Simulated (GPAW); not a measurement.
# Geometry or basis: what sets the conductance of benzoquinonedithiol between two Al chains, part 2 of 2

How well does benzoquinonedithiol between two Al chains conduct once its atoms have relaxed, and how much do cheaper levels lose?

GPAW 26.7.0; GPAW LCAO, PAW setups; relaxation of the junction within the symmetry of its start, lead ends held (the session's first sound run).

So far, transmission at the Fermi level (one spin): step 3 (GPAW, dzp) 0.00917; step 4 (basis szp(dzp)) 0.0112. Also open channels of the lead at the Fermi level (one spin): step 3 2; step 4 2.

## Step 5: GPAW, sz: basis = "sz(dzp)"

Level of this step: GPAW LCAO, PAW setups; Landauer transmission from Green's functions with principal layers (ASE), zero bias (GPAW).

One function for each valence shell of the setup, as for a first survey of a large system.

Input file run.py:

```python
import json
import numpy as np
from ase import Atoms
from ase.transport.calculators import TransportCalculator
from gpaw import GPAW, FermiDirac
from gpaw.lcao.tools import get_lcao_hamiltonian
from scipy.linalg import eigh

# The junction with lead layers at both ends, along the third cell vector
device = Atoms(
    ['Al', 'Al', 'Al', 'Al', 'Al', 'Al', 'Al', 'S', 'H', 'C', 'C', 'O', 'C', 'C', 'O', 'C', 'C', 'H', 'S', 'Al', 'Al', 'Al', 'Al', 'Al', 'Al', 'Al'],
    positions=[
        [5.91368, 4.50000, 1.20000],
        [5.91368, 4.50000, 3.60000],
        [5.91368, 4.50000, 6.00000],
        [5.91368, 4.50000, 8.40000],
        [5.91368, 4.50000, 10.80000],
        [5.91368, 4.50000, 13.20000],
        [6.93165, 4.50000, 15.63777],
        [5.11332, 4.49999, 17.01273],
        [7.83779, 4.49999, 18.48053],
        [5.67507, 4.49999, 18.69897],
        [6.96370, 4.49999, 19.16623],
        [3.34473, 4.49999, 19.31134],
        [4.52795, 4.49999, 19.69846],
        [7.29942, 4.49999, 20.60728],
        [8.48263, 4.49999, 20.99441],
        [4.86367, 4.49999, 21.13951],
        [6.15230, 4.50000, 21.60677],
        [3.98958, 4.50000, 21.82521],
        [6.71405, 4.50000, 23.29301],
        [4.89571, 4.50000, 24.66797],
        [5.91368, 4.50000, 27.10574],
        [5.91368, 4.50000, 29.50574],
        [5.91368, 4.50000, 31.90574],
        [5.91368, 4.50000, 34.30574],
        [5.91368, 4.50000, 36.70574],
        [5.91368, 4.50000, 39.10574]],
    cell=[[11.82736, 0.0, 0.0], [0.0, 9.0, 0.0], [0.0, 0.0, 40.30574]],
    pbc=True)

# One principal layer of the lead: the first 4 atoms of the device
lead = Atoms(
    ['Al', 'Al', 'Al', 'Al'],
    positions=[
        [5.91368, 4.50000, 1.20000],
        [5.91368, 4.50000, 3.60000],
        [5.91368, 4.50000, 6.00000],
        [5.91368, 4.50000, 8.40000]],
    cell=[[11.82736, 0.0, 0.0], [0.0, 9.0, 0.0], [0.0, 0.0, 9.6]],
    pbc=True)

settings = dict(mode='lcao', basis='sz(dzp)', xc='PBE', h=0.18,
                occupations=FermiDirac(0.1), maxiter=250,
                mixer=dict(beta=0.1, nmaxold=8, weight=100.0),
                convergence=dict(density=0.0001))
energies = np.arange(-2, 2 + 1e-9, 0.025)
eta = 0.0001
n1, n2 = 1, 1
# k and -k transmit alike, so half of the mesh across the current serves
mesh = [(i, j) for i in range(n1) for j in range(n2) if (i, j) <= (-i % n1, -j % n2)]
weights = np.array([1 if (i, j) == (-i % n1, -j % n2) else 2 for i, j in mesh]) / (n1 * n2)

# [... helper functions left out ...]
fermi_lead = ground_state(lead, (1, 1, 12), 'lead.txt')
fermi_device = ground_state(device, (1, 1, 2), 'device.txt')
# [... loop over the mesh left out, but for ...]
        # Shift the lead onto the potential of the device's first layer
        shift = ((H[:, 0, 0] - H0[:, 0, 0]) / S0[0, 0]).real.mean()
# [...]
kT = 8.617333e-5 * 300
bias = [0.1, 0.2, 0.5, 1.0, 1.5, 2.0]
# [... integrals and printing left out ...]
```

On the command line:

```console
OMP_NUM_THREADS=1 OPENBLAS_NUM_THREADS=1 python run.py
```

The log of the run:

```text
basis functions: device 98, principal layer 16
Fermi level: lead -4.1227 eV, device -4.1153 eV; lead shifted by 0.0271 eV
largest coupling past the next layer 8.63e-16 eV, largest misfit of the first layer 0.084 eV
  E-E_F (eV)   T (one spin)  channels
    -2.000    9.7295e-03    1.0000
    -1.975    9.2444e-03    1.0000
    -1.950    8.6692e-03    1.0000
[...]
1.975    2.8915e-01    3.0000
     2.000    2.9657e-01    3.0000
conductance at 300 K: 0.020358 G0 a cell; thermopower 29.48 uV/K
current from the zero-bias T(E) at 0.1 V: 0.1657 uA
current from the zero-bias T(E) at 0.2 V: 0.38901 uA
current from the zero-bias T(E) at 0.5 V: 2.6018 uA
current from the zero-bias T(E) at 1.0 V: 12.462 uA
current from the zero-bias T(E) at 1.5 V: 15.142 uA
current from the zero-bias T(E) at 2.0 V: 16.584 uA
```

Elapsed: 65 s, on 1 thread of Arm Neoverse V2, shared host; peak memory 2 GiB.

This step gave:

| Property | Result |
| --- | --- |
| conductance | 0.02036 G₀ |
| thermopower | 29.48 μV/K |
| largest coupling past the next principal layer | 8.63e-16 eV |
| largest misfit of the first principal layer | 0.08423 eV |
| shift that aligns the lead | 0.02707 eV |
| basis functions of the junction | 98 |
| basis functions of a principal layer | 16 |
| transmission at the Fermi level (one spin) | 0.01802 |

One spin. Table of transmission, zone mean by energy, zero at the Fermi level:

energy (eV), transmission, zone mean and a bar:
```
   -2.000      0.010 
   -1.900      0.007 
   -1.800      0.003 
   -1.700      0.000 
   -1.600      0.000 
   -1.500      0.000 
   -1.400      0.000 
   -1.300      0.000 
   -1.200      0.000 
   -1.100      0.000 
   -1.000      0.000 
   -0.900      0.000 
   -0.800      0.000 
   -0.700      0.000 
   -0.600      0.000 
   -0.500      0.000 
   -0.400      0.000 
   -0.300      0.036 #
   -0.225      0.304 #########
   -0.200      0.221 #######
   -0.100      0.035 #
    0.000      0.018 #
    0.100      0.021 #
    0.200      0.048 ##
    0.300      0.238 #######
    0.375      0.967 ##############################
    0.400      0.923 #############################
    0.500      0.250 ########
    0.600      0.122 ####
    0.700      0.087 ###
    0.800      0.074 ##
    0.900      0.072 ##
    1.000      0.075 ##
    1.100      0.083 ###
    1.200      0.095 ###
    1.300      0.111 ###
    1.400      0.131 ####
    1.500      0.154 #####
    1.600      0.179 ######
    1.700      0.207 ######
    1.800      0.236 #######
    1.900      0.267 ########
    2.000      0.297 #########
```

The conductance, 0.0204 G₀, lies 97 % above that of the dzp run.

## Step 6: LDA in the dzp basis: xc = "LDA"

Back in the dzp basis, the functional changes from PBE to LDA, to set the spread between functionals beside that between bases.

Edit run.py of step 5 so:

```diff
@@ -52,3 +52,3 @@
 
-settings = dict(mode='lcao', basis='sz(dzp)', xc='PBE', h=0.18,
+settings = dict(mode='lcao', basis='dzp', xc='LDA', h=0.18,
                 occupations=FermiDirac(0.1), maxiter=250,
```

The log of the run:

```text
basis functions: device 322, principal layer 52
Fermi level: lead -3.5086 eV, device -3.5419 eV; lead shifted by 0.0151 eV
largest coupling past the next layer 9.93e-16 eV, largest misfit of the first layer 0.059 eV
  E-E_F (eV)   T (one spin)  channels
    -2.000    1.8876e-03    1.0000
    -1.975    1.6762e-03    1.0000
    -1.950    1.4674e-03    1.0000
[...]
1.975    2.7102e-01    3.0000
     2.000    2.7258e-01    3.0000
conductance at 300 K: 0.013277 G0 a cell; thermopower 51.11 uV/K
current from the zero-bias T(E) at 0.1 V: 0.10815 uA
current from the zero-bias T(E) at 0.2 V: 0.25427 uA
current from the zero-bias T(E) at 0.5 V: 1.5037 uA
current from the zero-bias T(E) at 1.0 V: 7.8786 uA
current from the zero-bias T(E) at 1.5 V: 14.288 uA
current from the zero-bias T(E) at 2.0 V: 16.372 uA
```

It took 1.8 min on 1 thread; peak memory 2.2 GiB.

Numbers from this step:

```yaml
conductance: 0.01328 G₀
thermopower: 51.11 μV/K
largest_coupling_past_the_next_principal_layer: 9.93e-16 eV
largest_misfit_of_the_first_principal_layer: 0.05883 eV
shift_that_aligns_the_lead: 0.01511 eV
basis_functions_of_the_junction: 322
basis_functions_of_a_principal_layer: 52
transmission_at_the_fermi_level_one_spin: 0.01173
```

The conductance, 0.0133 G₀, lies 29 % above that of the dzp run.

## Step 7: The structure as built: geometry = "as built"

The dzp basis with PBE on the structure as first built shows what the relaxation was worth.

Edit run.py of step 6 so:

```diff
@@ -18,16 +18,16 @@
         [5.91368, 4.50000, 13.20000],
-        [6.93165, 4.50000, 15.63777],
-        [5.11332, 4.49999, 17.01273],
-        [7.83779, 4.49999, 18.48053],
-        [5.67507, 4.49999, 18.69897],
-        [6.96370, 4.49999, 19.16623],
-        [3.34473, 4.49999, 19.31134],
-        [4.52795, 4.49999, 19.69846],
-        [7.29942, 4.49999, 20.60728],
-        [8.48263, 4.49999, 20.99441],
-        [4.86367, 4.49999, 21.13951],
-        [6.15230, 4.50000, 21.60677],
-        [3.98958, 4.50000, 21.82521],
-        [6.71405, 4.50000, 23.29301],
-        [4.89571, 4.50000, 24.66797],
+        [5.91368, 4.50000, 15.60000],
+        [4.52189, 4.49999, 17.30379],
+        [7.31673, 4.49999, 18.07495],
+        [5.32717, 4.49999, 18.83802],
+        [6.65973, 4.49999, 18.93750],
+        [3.25000, 4.49999, 20.04555],
+        [4.47532, 4.49999, 20.06332],
+        [7.35205, 4.49999, 20.24242],
+        [8.57736, 4.49999, 20.26020],
+        [5.16764, 4.49999, 21.36824],
+        [6.50020, 4.50000, 21.46772],
+        [4.51064, 4.50000, 22.23079],
+        [7.30548, 4.50000, 23.00195],
+        [5.91368, 4.50000, 24.70574],
         [5.91368, 4.50000, 27.10574],
@@ -52,3 +52,3 @@
 
-settings = dict(mode='lcao', basis='dzp', xc='LDA', h=0.18,
+settings = dict(mode='lcao', basis='dzp', xc='PBE', h=0.18,
                 occupations=FermiDirac(0.1), maxiter=250,
```

The log of the run:

```text
basis functions: device 322, principal layer 52
Fermi level: lead -3.3786 eV, device -3.3394 eV; lead shifted by -0.0037 eV
largest coupling past the next layer 1.40e-15 eV, largest misfit of the first layer 0.023 eV
  E-E_F (eV)   T (one spin)  channels
    -2.000    6.1362e-04    1.0000
    -1.975    6.8847e-04    1.0000
    -1.950    7.7111e-04    1.0000
[...]
1.975    1.9249e-01    3.0000
     2.000    1.9843e-01    3.0000
conductance at 300 K: 0.047007 G0 a cell; thermopower -77.47 uV/K
current from the zero-bias T(E) at 0.1 V: 0.37883 uA
current from the zero-bias T(E) at 0.2 V: 0.84967 uA
current from the zero-bias T(E) at 0.5 V: 4.2108 uA
current from the zero-bias T(E) at 1.0 V: 19.013 uA
current from the zero-bias T(E) at 1.5 V: 25.665 uA
current from the zero-bias T(E) at 2.0 V: 28.942 uA
```

Run time: 2 min. Hardware: 1 thread; peak memory 2.2 GiB.

This step gave:

```yaml
conductance: 0.04701 G₀
thermopower: -77.47 μV/K
largest_coupling_past_the_next_principal_layer: 1.40e-15 eV
largest_misfit_of_the_first_principal_layer: 0.02299 eV
shift_that_aligns_the_lead: -0.003670 eV
transmission_at_the_fermi_level_one_spin: 0.04225
```

The conductance, 0.0470 G₀, lies 355 % above that of the dzp run.

## Step 8: Cost and result by level

Times are for 1 thread of Arm Neoverse V2, shared host. The runs compared:

```tsv
no.	run	conductance (G₀)	time	memory (GiB)
1	dzp	0.01033	2.1 min	2.2
2	szp	0.01246	1.7 min	2.2
3	sz	0.02036	65 s	2.0
4	dzp LDA	0.01328	1.8 min	2.2
5	asbuilt	0.04701	2 min	2.2
```

## Step 9: Comparison

The curves are compared point by point over the common energies.

This step: comparison of transmission and cost over codes, levels and geometry (GPAW 26.7.0).

Ladder, by row:

```tsv
step	code	T at the Fermi level (sum over the listed spins)	conductance (G0)	r.m.s. T(E) from the first	wall time (s)	peak memory (GiB)	threads
dzp	GPAW	0.00917	0.01033	0	124.5	2.2	1
szp	GPAW	0.01116	0.01246	0.1513	100.1	2.16	1
sz	GPAW	0.01802	0.02036	0.1696	64.76	1.98	1
dzp-LDA	GPAW	0.01173	0.01328	0.09135	106.5	2.2	1
asbuilt	GPAW	0.04225	0.04701	0.2104	119.8	2.2	1
```

Transmission, zone mean, sum over the listed spins against energy, zero at the Fermi level:

```tsv
energy (eV)	dzp	szp	sz	dzp-LDA	asbuilt
-2.000	0.00171	0.00529	0.00973	0.00189	6.1e-4
-1.800	3.1e-4	0.00284	0.00344	4.1e-4	0.00170
-1.600	8.2e-6	0.00123	2.1e-12	2.0e-6	0.0165
-1.400	1.3e-5	5.0e-4	6.4e-14	8.3e-5	1.9e-10
-1.200	7.2e-11	1.5e-11	8.8e-13	2.1e-10	2.7e-13
-1.000	6.0e-13	3.0e-13	5.8e-14	9.1e-13	3.0e-14
-0.800	1.6e-13	1.0e-13	2.8e-14	2.4e-13	1.3e-14
-0.600	1.7e-13	1.2e-13	5.8e-14	2.5e-13	1.0e-14
-0.400	4.9e-11	3.3e-12	7.7e-10	4.6e-11	1.1e-5
-0.225	0.165	0.208	0.304	0.202	0.00328
-0.200	0.128	0.132	0.221	0.163	0.00445
0.000	0.00917	0.0112	0.0180	0.0117	0.0423
0.200	0.00915	0.0254	0.0485	0.0157	0.301
0.375	0.0578	0.498	0.967	0.154	0.997
0.400	0.0865	0.823	0.923	0.254	0.946
0.425	0.136	0.995	0.670	0.435	0.853
0.475	0.385	0.562	0.331	0.977	0.646
0.550	0.956	0.226	0.164	0.493	0.426
0.600	0.525	0.156	0.122	0.283	0.338
0.800	0.130	0.0864	0.0745	0.112	0.190
1.000	0.102	0.0884	0.0751	0.100	0.136
1.200	0.115	0.115	0.0950	0.119	0.123
1.400	0.146	0.162	0.131	0.157	0.125
1.600	0.187	0.228	0.179	0.204	0.137
1.800	0.225	0.304	0.236	0.248	0.160
2.000	0.244	0.369	0.297	0.273	0.198
```

## Step 10: Other settings

One more run, with changed settings.

This step: GPAW LCAO, PAW setups; Landauer transmission from Green's functions with principal layers (ASE), zero bias (GPAW 26.7.0).

Edit run.py of step 7 so:

```diff
@@ -18,16 +18,16 @@
         [5.91368, 4.50000, 13.20000],
-        [5.91368, 4.50000, 15.60000],
-        [4.52189, 4.49999, 17.30379],
-        [7.31673, 4.49999, 18.07495],
-        [5.32717, 4.49999, 18.83802],
-        [6.65973, 4.49999, 18.93750],
-        [3.25000, 4.49999, 20.04555],
-        [4.47532, 4.49999, 20.06332],
-        [7.35205, 4.49999, 20.24242],
-        [8.57736, 4.49999, 20.26020],
-        [5.16764, 4.49999, 21.36824],
-        [6.50020, 4.50000, 21.46772],
-        [4.51064, 4.50000, 22.23079],
-        [7.30548, 4.50000, 23.00195],
-        [5.91368, 4.50000, 24.70574],
+        [6.93165, 4.50000, 15.63777],
+        [5.11332, 4.49999, 17.01273],
+        [7.83779, 4.49999, 18.48053],
+        [5.67507, 4.49999, 18.69897],
+        [6.96370, 4.49999, 19.16623],
+        [3.34473, 4.49999, 19.31134],
+        [4.52795, 4.49999, 19.69846],
+        [7.29942, 4.49999, 20.60728],
+        [8.48263, 4.49999, 20.99441],
+        [4.86367, 4.49999, 21.13951],
+        [6.15230, 4.50000, 21.60677],
+        [3.98958, 4.50000, 21.82521],
+        [6.71405, 4.50000, 23.29301],
+        [4.89571, 4.50000, 24.66797],
         [5.91368, 4.50000, 27.10574],
@@ -49,3 +49,3 @@
         [5.91368, 4.50000, 8.40000]],
-    cell=[[11.82736, 0.0, 0.0], [0.0, 9.0, 0.0], [0.0, 0.0, 9.6]],
+    cell=[[11.82736, 0.0, 0.0], [0.0, 9.0, 0.0], [0.0, 0.0, 11.04]],
     pbc=True)
@@ -53,3 +53,3 @@
 settings = dict(mode='lcao', basis='dzp', xc='PBE', h=0.18,
-                occupations=FermiDirac(0.1), maxiter=250,
+                occupations=FermiDirac(0.1), maxiter=75,
                 mixer=dict(beta=0.1, nmaxold=8, weight=100.0),
```

The log of the run:

```text
basis functions: device 322, principal layer 52
Fermi level: lead -3.2769 eV, device -3.3936 eV; lead shifted by -0.3480 eV
largest coupling past the next layer 1.11e-15 eV, largest misfit of the first layer 1.704 eV
  E-E_F (eV)   T (one spin)  [channel counts left out]
    -2.000    3.1542e-04
    -1.975    4.9494e-04
    -1.950    8.6633e-04
    -1.925    1.7709e-03
    -1.900    4.5023e-03
    -1.875    1.4511e-02
    -1.850    3.4944e-02
    -1.825    1.4748e-02
    -1.800    2.2954e-03
    -1.775    3.9444e-04
    -1.750    8.1150e-05
    -1.725    1.7831e-05
    -1.700    3.5453e-06
    -1.675    4.3290e-07
    -1.650    5.9057e-11
    -1.625    1.3768e-07
[...]
1.825    9.6430e-03
     1.850    3.9647e-03
     1.875    4.7815e-08
     1.900    1.1489e-08
     1.925    7.1557e-09
     1.950    6.3485e-09
     1.975    7.2955e-09
     2.000    1.0964e-08
conductance at 300 K: 0.0018325 G0 a cell; thermopower -58.12 uV/K
current from the zero-bias T(E) at 0.1 V: 0.02042 uA
current from the zero-bias T(E) at 0.2 V: 0.089035 uA
current from the zero-bias T(E) at 0.5 V: 1.124 uA
current from the zero-bias T(E) at 1.0 V: 1.74 uA
current from the zero-bias T(E) at 1.5 V: 1.7418 uA
current from the zero-bias T(E) at 2.0 V: 1.7419 uA
```

It took 2.1 min on 1 thread; peak memory 2.2 GiB.

The run finished. A setting was moved off its sound value on purpose, so it serves as a test and not as the result.

The fault put into the input: a lead period that doesn't match its atoms (period = 11.04).

Side by side:

```tsv
quantity	this run	sound run	difference
conductance (G₀)	0.0018325	0.010329	-0.00850
largest coupling past the next principal layer (eV)	1.110e-15	1.404e-15	-2.9e-16
largest misfit of the first principal layer (eV)	1.7039	0.058615	1.65
shift that aligns the lead (eV)	-0.34796	0.013364	-0.361
transmission at the Fermi level (one spin)	2.760e-6	0.0091701	-0.00917
```

The two runs differ clearly in the transmission at the Fermi level (one spin): 2.8e-6 against 0.00917.

## Step 11: Outcome

* conductance: 0.0103 G₀
* transmission at the Fermi level, mean of the spins: 0.00917
* thermopower: 55.4 μV/K
* open channels of the lead there: 2

In words: In the dzp basis the junction conducts 0.0103 G₀ at 300 K, with T = 0.00917 a spin at the Fermi level; no smaller basis tried comes within 10 % of that conductance. Relaxation moved atoms by up to 1.0 Å and took the conductance from 0.0470 to 0.0103 G₀, as a ratio a larger change than the step from dzp to the minimal basis. The conductance differs from T at the Fermi level because it averages T(E) over the thermal window, about 0.09 eV wide, in which T changes. The junction is in the tunnelling regime at the Fermi level. The positive thermopower says that the thermally weighted transmission is larger below the Fermi level, as for hole-like transport. Measured against the first run (dzp), the nearest curve is that of dzp-LDA (r.m.s. 0.091) and the farthest that of asbuilt (0.21). Over the compared runs wall time goes from 65 s (sz) to 125 s (dzp), on a shared host. The leads kept an estimated spacing and the cell its length, so the junction may be under some tension or compression. The geometry comes from the orbital basis, which tends to overbind, and kept the symmetry of the start, so a structure of lower symmetry may lie lower. Semilocal functionals put molecular levels too near the Fermi level, so such conductances usually come out too high, and chain electrodes have a sharper density of states than real ones. Energies count from the junction cell's Fermi level; in the run with T = 0.00917 there, the aligned lead's own level lies at 0.013 eV, where T interpolates to 0.00861; the finite cell leaves the answer open by at least that much. An evenly spaced straight chain is an idealisation: free chains tend to dimerise, zigzag or, where a band edge lies near the Fermi level, turn magnetic. The currents use the zero-bias T(E) throughout, which holds only while the bias is small against the distance to the nearest feature.

[Logs are printed without paths, hosts, clocks, repeated set-up lines and the standing remarks that a program may print on its own settings, such as how far it seeks lower states.]

[Hosts, paths, dates, database ids (printed as entryN), source tags and the programs' standing remarks are cut or masked in the printed files.]
